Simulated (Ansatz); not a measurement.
# The false plateau in GW convergence: BaTiO3 (Barioperovskite)

Aim: vary empty bands and screening cutoff apart and together in G0W0 on BaTiO3 (Barioperovskite).

Program: Ansatz 0.2.0. Level of theory: G0W0 on LDA, plane waves, PAW; PAW set soft_1. Results are calculated unless marked as measured.

**1. The structure**

The structure is orthorhombic, space group Amm2 (No. 38). The conventional cell has a = 3.986 Å, b = 5.674 Å, c = 5.690 Å, α = 90.00°, β = 90.00°, γ = 90.00°. Nearest to Ba lie 12 O at 2.77 to 2.92 Å. Nearest to Ti lie 6 O at 1.93 to 2.09 Å. Nearest to O lie 2 Ti at 2.00 Å and 4 Ba at 2.77 to 2.92 Å. Nearest to O lie 2 Ti at 1.93 to 2.09 Å and 4 Ba at 2.81 to 2.84 Å. Farther neighbours and most contacts between anions are not listed.

Coordinates:

```cif
data_structure
_symmetry_space_group_name_H-M 'Amm2'
_symmetry_Int_Tables_number 38
_cell_length_a 3.9855
_cell_length_b 5.6738
_cell_length_c 5.6903
_cell_angle_alpha 90.000
_cell_angle_beta 90.000
_cell_angle_gamma 90.000
_cell_volume 128.67
loop_
_atom_site_label
_atom_site_type_symbol
_atom_site_symmetry_multiplicity
_atom_site_Wyckoff_symbol
_atom_site_fract_x
_atom_site_fract_y
_atom_site_fract_z
_atom_site_occupancy
Ba1 Ba 2 a 0.00000 0.00000 0.00000 1
Ti1 Ti 2 b 0.50000 0.50000 0.01240 1
O1 O 2 a 0.00000 0.50000 0.98740 1
O2 O 4 e 0.50000 0.25670 0.24854 1
```

The cell and positions come from the Crystallography Open Database and are kept as given unless a step says otherwise. Spin-orbit coupling is left out unless a step names it.

**2. 51 empty bands, screening to 50 eV**

Now the one-shot GW correction: screening in the RPA, then the self-energy of the levels asked for. This step takes PAW set soft_1 files.

Input file input.yaml:

```yaml
crystal:
  lattice:
    - [3.9855, 0.0, 0.0]
    - [0.0, 2.8369, 2.84515]
    - [0.0, -2.8369, 2.84515]
  atoms:
    - { symbol: Ba, position: [0.0, 0.0, 0.0] }
    - { symbol: Ti, position: [0.5, 0.5124, 0.5124] }
    - { symbol: O, position: [0.0, 0.4874, 0.4874] }
    - { symbol: O, position: [0.5, 0.50524, 0.99184] }
    - { symbol: O, position: [0.5, 0.99184, 0.50524] }
kpoints:
  mp_grid: { grid: [4, 4, 4] }
hamiltonian:
  xc: lda
  pseudopotentials: { kind: paw, azcp: { folder: soft_1 }, xc_functional: pbe }
scf:
  occupations: { method: fixed }
gw:
  n_empty_bands: 51
  ecut_chi: 50
  qp_bands: [v2, c2]
  qp_kpoints: band_edges
  screening: { model: contour_deformation }
```

Started as:

```sh
ansatz run input.yaml --threads 2 --pin off --max-ram 73728MiB --backend cuda --events-out ev --progress --plain --runs-dir out --devices 1 --max-vram 13GiB
```

Numbers of over 12 decimals in the logs are rounded to 6 here.

The log of the run:

```text
GPUs: using 1 of 1 available (devices: 1).
Engine: ansatz 0.2.0, x86_64-unknown-linux-gnu
Pseudopotentials: kind: paw
Pseudopotential: Ba, paw, valence charge 10, recommended cutoff 420 eV (normal), soft_1/Ba.paw.azcp
Pseudopotential: Ti, paw, valence charge 12, recommended cutoff 420 eV (normal), soft_1/Ti.paw.azcp
Pseudopotential: O, paw, valence charge 6, recommended cutoff 420 eV (normal), soft_1/O.paw.azcp
Functional definition: SPW92
  exchange = slater_x
  correlation = pw_c
device memory: the entry about to start is reckoned to put 0.7 GiB on a device that reports 50.8 GiB free (of which the cap on the GPU budget leaves the run 13.0 GiB)
GPU FFT provider: cuFFT
GPU libraries: cuBLAS 13.8.2, cuFFT 12.4.0, cuSOLVER 12.3.4
Crystal: 5 atoms, lattice volume = 64.337 Å³
Basis set: ecut = 420 eV, 1249 PW (Γ)
Bands: 25, of which v1, the nominal top of the filled ones, is band 20 counted from 1 (19 counted from 0)
Symmetry: 4 space group operations
Space group: Amm2 (ITA 38), of the structure as read, at distance tolerance 4.0e-5 Å
k-points: 21 of 64 (time reversal used)
Non-local potential: Ba, projectors of the file, l = 0: 3, l = 1: 2, l = 2: 2, l = 3: 2
Non-local potential: Ti, projectors of the file, l = 0: 3, l = 1: 2, l = 2: 3, l = 3: 1
Non-local potential: O, projectors of the file, l = 0: 2, l = 1: 2, l = 2: 1
PAW form: soft (Blöchl's): semilocal exchange-correlation on the pseudo side does not see the compensation charge
PAW frozen core: Ba, regenerated for the run's functional, and the local potential with it (the file was generated under x = pbe(κ = 0.804, μ = 0.219515), c = pbe(β = 0.066725))
PAW frozen core: Ti, regenerated for the run's functional, and the local potential with it (the file was generated under x = pbe(κ = 0.804, μ = 0.219515), c = pbe(β = 0.066725))
PAW frozen core: O, regenerated for the run's functional, and the local potential with it (the file was generated under x = pbe(κ = 0.804, μ = 0.219515), c = pbe(β = 0.066725))
PAW one-centre angular grid: Ba, 194 points (default); XC on 64 Gauss nodes
PAW one-centre angular grid: Ti, 590 points (default); XC on 64 Gauss nodes
PAW one-centre angular grid: O, 110 points (default); XC on 64 Gauss nodes
Initial density: superposition of atomic densities (chi_scale 0.1, normalization cell, long waves kept (reshape's long-wave potential 0.00 eV rms))
Initial wavefunctions: pseudopotential atomic-orbital guess
GPU buffer pool allocated for 19683 grid points (all kernels)
GPU transforms: local potential and band sums: pruned to the plane-wave sphere, on 27×27×27
Functional: x = slater, c = lda
SCF iter   1: F=—  HF=-9905.087786 eV  |F-HF|=—  |Δ(HF+E_count)|=         —  Δρ=5.70e-2  dr2=2.16e0  ethr=3.10e-3  ⟨swp⟩=4.7  Hψ=2018  notcnv=0  defer=37
preconditioner: auto → Resta (q_TF=auto, 2.521 Å⁻¹)  ε∞=5.9  [insulator: Δε(μ)=2.146 eV  Ē_g=11.424 eV  n_scr=18 (ndim 8)  ℏωp=25.4 eV  f_vac=0.000  ε∞_Penn≈5.9]
SCF iter   2: F=—  HF=-9904.632504 eV  |F-HF|=—  |Δ(HF+E_count)|=   4.55e-1  Δρ=2.29e-2  dr2=4.79e-1  ethr=3.10e-3  ⟨swp⟩=2.5  Hψ=991  notcnv=0  defer=23
SCF iter   3: F=—  HF=-9904.552068 eV  |F-HF|=—  |Δ(HF+E_count)|=   8.04e-2  Δρ=1.32e-2  dr2=1.11e-1  ethr=1.20e-3  ⟨swp⟩=2.1  Hψ=878  notcnv=0  defer=42
SCF iter   4: F=—  HF=-9904.537481 eV  |F-HF|=—  |Δ(HF+E_count)|=   1.46e-2  Δρ=8.82e-3  dr2=5.57e-2  ethr=2.77e-4  ⟨swp⟩=2.2  Hψ=963  notcnv=0  defer=42
SCF iter   5: F=—  HF=-9904.528190 eV  |F-HF|=—  |Δ(HF+E_count)|=   9.29e-3  Δρ=3.14e-3  dr2=7.18e-3  ethr=1.39e-4  ⟨swp⟩=2.0  Hψ=720  notcnv=0  defer=56
SCF iter   6: F=—  HF=-9904.526865 eV  |F-HF|=—  |Δ(HF+E_count)|=   1.33e-3  Δρ=8.47e-4  dr2=5.00e-4  ethr=1.80e-5  ⟨swp⟩=2.2  Hψ=747  notcnv=0  defer=63
SCF iter   7: F=—  HF=-9904.526777 eV  |F-HF|=—  |Δ(HF+E_count)|=   8.73e-5  Δρ=2.26e-4  dr2=2.85e-5  ethr=1.25e-6  ⟨swp⟩=2.1  Hψ=767  notcnv=0  defer=57
[...]
eigenvalues of the whole cell's RPA ε∞ on this k-mesh (on a slab, of 1 + 4πα/V) = 6.5961, 6.6618, 6.7286; static W/v taken at q = 0 is 0.150107
  gw.qp_kpoints: band_edges: 15 of 21 stored k-points solved, in 1 pass; an edge of the gap read off the rows below is read off those points alone
    valence top: of the k-points left out ik 17 came nearest to being solved in a further pass, in band 19 (counted from 1, as in the quasiparticle table): it holds the edge there only if its correction is more favourable than any solved in that band by at least 0.491 eV; those differ by 0.165 eV
    conduction bottom: of the k-points left out ik 4 came nearest to being solved in a further pass, in band 21 (counted from 1, as in the quasiparticle table): it holds the edge there only if its correction is more favourable than any solved in that band by at least 0.969 eV; those differ by 0.126 eV
  `?` marks the rows in doubt; gw_qp.tsv's column doubts and the gw_qp event give each row's grounds
    ik  band        ε_KS         Σx   Σc(E_QP)       V_xc       Z   E_QP_lin       E_QP  E_QP is
     0    19      9.6386   -25.8682     4.7259   -21.4135  0.7323     9.9084     9.9098  root
     0    20      9.6850   -25.9730     4.7840   -21.4534  0.7326     9.9481     9.9494  root
     0    21     11.6643   -12.6281    -5.9140   -20.5685  0.7408    13.7949    13.6906  root ?
     0    22     11.7283   -12.7556    -5.8600   -20.5747  0.7403    13.8402    13.6875  root ?
     1    19      9.2677   -25.2933     4.5655   -21.0113  0.7286     9.5497     9.5513  root
     1    20      9.3741   -25.6735     4.7629   -21.1666  0.7292     9.6287     9.6300  root
     1    21     11.8258   -13.0246    -5.8799   -20.9389  0.7372    13.9625    13.8601  root ?
     1    22     12.6127   -14.0439    -5.9711   -21.9609  0.7207    14.7265    14.5585  root ?
     2    19      9.0570   -25.4351     4.7743   -20.8992  0.7261     9.2943     9.2955  root
     2    20      9.1397   -25.7349     4.9328   -21.0156  0.7265     9.3523     9.3532  root
     2    21     11.8912   -13.1351    -5.9887   -21.1889  0.7345    14.0586    13.9561  root ?
     2    22     13.3826   -14.7206    -6.5562   -23.2286  0.6972    15.5430    15.3344  root ?
     3    19      8.8480   -24.9533     4.5102   -20.7228  0.7259     9.1260     9.1276  root
     3    20      9.3733   -25.4052     4.9093   -20.6839  0.7234     9.5606     9.5614  root
     3    21     12.6793   -14.0523    -6.0610   -22.0712  0.7198    14.8134    14.6372  root ?
     3    22     12.6948   -14.2748    -6.0765   -22.3067  0.7164    14.8276    14.6501  root ?
     5    19      8.8743   -24.9918     4.5148   -20.7590  0.7260     9.1546     9.1563  root
     5    20      9.3523   -25.3773     4.9091   -20.6556  0.7229     9.5389     9.5397  root
     5    21     12.5533   -13.8863    -6.0980   -21.9500  0.7212    14.6963    14.5192  root ?
     5    22     12.8094   -14.3843    -6.0688   -22.4039  0.7151    14.9383    14.7601  root ?
     6    19      9.0081   -25.1316     4.9876   -20.2694  0.7193     9.1331     9.1335  root
     6    20      9.7467   -25.6068     5.0662   -20.7270  0.7230     9.9324     9.9331  root
     6    21     13.3979   -14.7362    -6.6597   -23.3560  0.6956    15.5736    15.3580  root ?
     6    22     13.4583   -14.7295    -6.6864   -23.3771  0.6952    15.6363    15.4195  root ?
     7    19      9.3517   -25.5332     4.6724   -21.1244  0.7301     9.6140     9.6153  root
     7    20      9.3537   -25.6633     4.7536   -21.1652  0.7293     9.6079     9.6092  root
     7    21     11.7696   -12.8378    -5.9066   -20.7836  0.7383    13.9097    13.8088  root ?
     7    22     12.5839   -14.1308    -5.9848   -22.0739  0.7217    14.7149    14.5423  root ?
[...]
16    20      9.7958   -25.6404     5.0648   -20.7690  0.7230     9.9884     9.9892  root
[...]
16    22     13.4286   -14.7845    -6.6444   -23.3835  0.6950    15.5960    15.3832  root ?
    18    19      9.3280   -25.1416     5.0259   -20.2661  0.7198     9.4779     9.4784  root
    18    20      9.8168   -25.6972     5.0669   -20.8313  0.7232    10.0170    10.0179  root
    18    21     13.7080   -14.6894    -6.9002   -23.5430  0.6894    15.8874    15.6615  root ?
    18    22     13.7098   -14.7167    -6.8807   -23.5477  0.6896    15.8831    15.6601  root ?
    20    19      9.8326   -25.7586     5.0735   -20.8921  0.7233    10.0386    10.0395  root
    20    20      9.8428   -25.7535     5.0672   -20.8970  0.7233    10.0525    10.0534  root
    20    21     14.0196   -14.6747    -7.2276   -23.8503  0.6786    16.2040    15.9677  root ?
    20    22     14.0614   -14.7010    -7.3063   -23.9546  0.6759    16.2494    16.0087  root ?
[key lines of the parts left out:]
SCF converged after 9 iterations
Free energy (F): -9904.526772 eV
Fermi energy:    9.842753 eV
```

It took 7.3 s on 1 × NVIDIA H100 80GB HBM3 (shared by 6 runs) with 2 threads of AMD EPYC 7R13 (Zen 3), shared host; peak memory 1 GiB.

This step gave:

```yaml
bands_summed: 71
rpa_eps_infinity_on_this_mesh_eigenvalues: 6.596, 6.662, 6.729
plane_waves_in_the_screening_matrix: 57
q_points_in_the_mesh: 64
g0w0_gap_on_the_mesh: 3.634 eV
k_of_the_valence_top: -0.5, -0.5, -0.5
k_of_the_conduction_bottom: 0, 0, 0
starting_gap_on_the_mesh: 1.822 eV
z_at_the_valence_top: 0.7233
z_at_the_conduction_bottom: 0.7403
least_direct_g0w0_gap_on_the_computed_points: 3.738 eV
```

The gap on the mesh goes from 1.82 eV to 3.63 eV, a correction of +1.81 eV, though a band edge has moved to another state. The program marks an edge row as in doubt.

**3. 268 empty bands, screening to 50 eV**

input.yaml: that of step 2 with these lines changed.

```diff
@@ -19,3 +19,3 @@
 gw:
-  n_empty_bands: 51
+  n_empty_bands: 268
   ecut_chi: 50
```

The log of the run:

```text
GPUs: using 1 of 1 available (devices: 1).
[...]
GPU FFT provider: cuFFT
GPU libraries: cuBLAS 13.8.2, cuFFT 12.4.0, cuSOLVER 12.3.4
Crystal: 5 atoms, lattice volume = 64.337 Å³
Basis set: ecut = 420 eV, 1249 PW (Γ)
Bands: 25, of which v1, the nominal top of the filled ones, is band 20 counted from 1 (19 counted from 0)
Symmetry: 4 space group operations
[...]
k-points: 21 of 64 (time reversal used)
[...]
18    22     13.7098   -14.7167    -7.1501   -23.5477  0.6910    15.5171    15.3907  root ?
    20    19      9.8326   -25.7586     4.8198   -20.8921  0.7239     9.7858     9.7858  root
    20    20      9.8428   -25.7535     4.8132   -20.8970  0.7240     9.7994     9.7994  root
    20    21     14.0196   -14.6747    -7.4903   -23.8503  0.6804    15.8428    15.7050  root ?
    20    22     14.0614   -14.7010    -7.5669   -23.9546  0.6777    15.8899    15.7483  root ?
[key lines of the parts left out:]
SCF converged after 9 iterations
Free energy (F): -9904.526772 eV
Fermi energy:    9.842753 eV
```

It took 13 s on 1 × NVIDIA H100 80GB HBM3 (shared by 6 runs) with 2 threads; peak memory 1.3 GiB; 16 s of CPU time.

This step gave:

| Property | Result |
| --- | --- |
| bands summed | 288 |
| RPA ε∞ on this mesh (eigenvalues) | 6.614, 6.678, 6.745 |
| plane waves in the screening matrix | 57 |
| G0W0 gap on the mesh | 3.527 eV |
| k of the valence top | -0.5, -0.5, -0.5 |
| k of the conduction bottom | 0, 0, 0 |
| starting gap on the mesh | 1.822 eV |
| least direct G0W0 gap on the computed points | 3.650 eV |

Against the run with 4×4×4 mesh, 51 empty bands, screening to 50 eV, PAW set soft_1 files, the gap moves by −0.11 eV.

**4. 146 empty bands, screening to 100 eV**

Another rung: the empty bands reach about as high as the screening cutoff, so the two stay in balance.

input.yaml: that of step 3 with these lines changed.

```diff
@@ -19,4 +19,4 @@
 gw:
-  n_empty_bands: 268
-  ecut_chi: 50
+  n_empty_bands: 146
+  ecut_chi: 100
   qp_bands: [v2, c2]
```

The log of the run:

```text
GPUs: using 1 of 1 available (devices: 1).
[...]
GPU FFT provider: cuFFT
GPU libraries: cuBLAS 13.8.2, cuFFT 12.4.0, cuSOLVER 12.3.4
Crystal: 5 atoms, lattice volume = 64.337 Å³
Basis set: ecut = 420 eV, 1249 PW (Γ)
Bands: 25, of which v1, the nominal top of the filled ones, is band 20 counted from 1 (19 counted from 0)
Symmetry: 4 space group operations
[...]
k-points: 21 of 64 (time reversal used)
[...]
18    22     13.7098   -14.7167    -7.2921   -23.5477  0.6814    15.3518    15.2487  root ?
    20    19      9.8326   -25.7586     4.8333   -20.8921  0.7147     9.7993     9.7993  root
    20    20      9.8428   -25.7535     4.8254   -20.8970  0.7147     9.8116     9.8116  root
    20    21     14.0196   -14.6747    -7.6397   -23.8503  0.6704    15.6652    15.5556  root ?
    20    22     14.0614   -14.7010    -7.7154   -23.9546  0.6675    15.7121    15.5996  root ?
[key lines of the parts left out:]
SCF converged after 9 iterations
Free energy (F): -9904.526772 eV
Fermi energy:    9.842753 eV
```

The job ended after 7.9 s (1 × NVIDIA H100 80GB HBM3 (shared by 6 runs) with 2 threads; peak memory 1.2 GiB).

The G0W0 gap on the mesh is 3.405 eV.

**5. 759 empty bands, screening to 100 eV**

input.yaml: that of step 4 with these lines changed.

```diff
@@ -19,3 +19,3 @@
 gw:
-  n_empty_bands: 146
+  n_empty_bands: 759
   ecut_chi: 100
```

The log of the run:

```text
GPUs: using 1 of 1 available (devices: 1).
[...]
GPU FFT provider: cuFFT
GPU libraries: cuBLAS 13.8.2, cuFFT 12.4.0, cuSOLVER 12.3.4
Crystal: 5 atoms, lattice volume = 64.337 Å³
Basis set: ecut = 420 eV, 1249 PW (Γ)
Bands: 25, of which v1, the nominal top of the filled ones, is band 20 counted from 1 (19 counted from 0)
Symmetry: 4 space group operations
[...]
k-points: 21 of 64 (time reversal used)
[...]
1    22     12.6127   -14.0439    -6.5880   -21.9609  0.7134    13.9904    13.9417  root
[...]
20    19      9.8326   -25.7586     4.6614   -20.8921  0.7146     9.6265     9.6274  root
    20    20      9.8428   -25.7535     4.6536   -20.8970  0.7146     9.6389     9.6398  root
    20    21     14.0196   -14.6747    -7.8401   -23.8503  0.6705    15.4341    15.3552  root
    20    22     14.0614   -14.7010    -7.9150   -23.9546  0.6676    15.4818    15.4001  root
[key lines of the parts left out:]
SCF converged after 9 iterations
Free energy (F): -9904.526772 eV
Fermi energy:    9.842753 eV
```

The job ended after 35 s (1 × NVIDIA H100 80GB HBM3 (shared by 6 runs) with 2 threads; peak memory 2 GiB; 53 s of CPU time).

The G0W0 gap on the mesh is 3.372 eV.

**6. 51 empty bands, screening to 150 eV**

input.yaml: that of step 5 with these lines changed.

```diff
@@ -19,4 +19,4 @@
 gw:
-  n_empty_bands: 759
-  ecut_chi: 100
+  n_empty_bands: 51
+  ecut_chi: 150
   qp_bands: [v2, c2]
```

The log of the run:

```text
GPUs: using 1 of 1 available (devices: 1).
[...]
GPU FFT provider: cuFFT
GPU libraries: cuBLAS 13.8.2, cuFFT 12.4.0, cuSOLVER 12.3.4
Crystal: 5 atoms, lattice volume = 64.337 Å³
Basis set: ecut = 420 eV, 1249 PW (Γ)
Bands: 25, of which v1, the nominal top of the filled ones, is band 20 counted from 1 (19 counted from 0)
Symmetry: 4 space group operations
[...]
k-points: 21 of 64 (time reversal used)
[...]
18    22     13.7098   -14.7167    -6.9341   -23.5477  0.6757    15.8068    15.6066  root ?
    20    19      9.8326   -25.7586     5.2139   -20.8921  0.7100    10.1775    10.1800  root
    20    20      9.8428   -25.7535     5.2065   -20.8970  0.7100    10.1902    10.1927  root
    20    21     14.0196   -14.6747    -7.2943   -23.8503  0.6641    16.1092    15.9010  root ?
    20    22     14.0614   -14.7010    -7.3754   -23.9546  0.6612    16.1512    15.9397  root ?
[key lines of the parts left out:]
SCF converged after 9 iterations
Free energy (F): -9904.526772 eV
Fermi energy:    9.842753 eV
```

Elapsed: 7.1 s, on 1 × NVIDIA H100 80GB HBM3 (shared by 6 runs) with 2 threads; peak memory 1.2 GiB; 7.3 s of CPU time.

The G0W0 gap on the mesh is 3.429 eV.

**7. 268 empty bands, screening to 150 eV**

input.yaml: that of step 6 with these lines changed.

```diff
@@ -19,3 +19,3 @@
 gw:
-  n_empty_bands: 51
+  n_empty_bands: 268
   ecut_chi: 150
```

The log of the run:

```text
GPUs: using 1 of 1 available (devices: 1).
[...]
GPU FFT provider: cuFFT
GPU libraries: cuBLAS 13.8.2, cuFFT 12.4.0, cuSOLVER 12.3.4
Crystal: 5 atoms, lattice volume = 64.337 Å³
Basis set: ecut = 420 eV, 1249 PW (Γ)
Bands: 25, of which v1, the nominal top of the filled ones, is band 20 counted from 1 (19 counted from 0)
Symmetry: 4 space group operations
[...]
k-points: 21 of 64 (time reversal used)
[...]
1    22     12.6127   -14.0439    -6.5783   -21.9609  0.7103    14.0017    13.9513  root
[...]
20    19      9.8326   -25.7586     4.6443   -20.8921  0.7103     9.6093     9.6103  root
    20    20      9.8428   -25.7535     4.6365   -20.8970  0.7103     9.6217     9.6228  root
    20    21     14.0196   -14.6747    -7.8461   -23.8503  0.6660    15.4293    15.3492  root
    20    22     14.0614   -14.7010    -7.9241   -23.9546  0.6632    15.4733    15.3910  root
[key lines of the parts left out:]
SCF converged after 9 iterations
Free energy (F): -9904.526772 eV
Fermi energy:    9.842753 eV
```

Wall time 12 s (1 × NVIDIA H100 80GB HBM3 (shared by 6 runs) with 2 threads); peak memory 1.4 GiB.

The G0W0 gap on the mesh is 3.416 eV.

[end of part 1 of 2]

[Paths, hosts, dates, memory and timing lines, banners, echoed tables and standing remarks are left out of the program output.]

[Logs are printed without paths, hosts, clocks, repeated set-up lines and the standing remarks that a program may print on its own settings, such as how far it seeks lower states.]

[Runs of the session that timed out or met a known fault of the program may be left out.]

[Cells called generated may have been cut or substituted from an entry of the Crystallography Open Database or the Materials Project.]

[Hosts, paths, dates, database ids (printed as entryN), source tags and the programs' standing remarks are cut or masked in the printed files.]
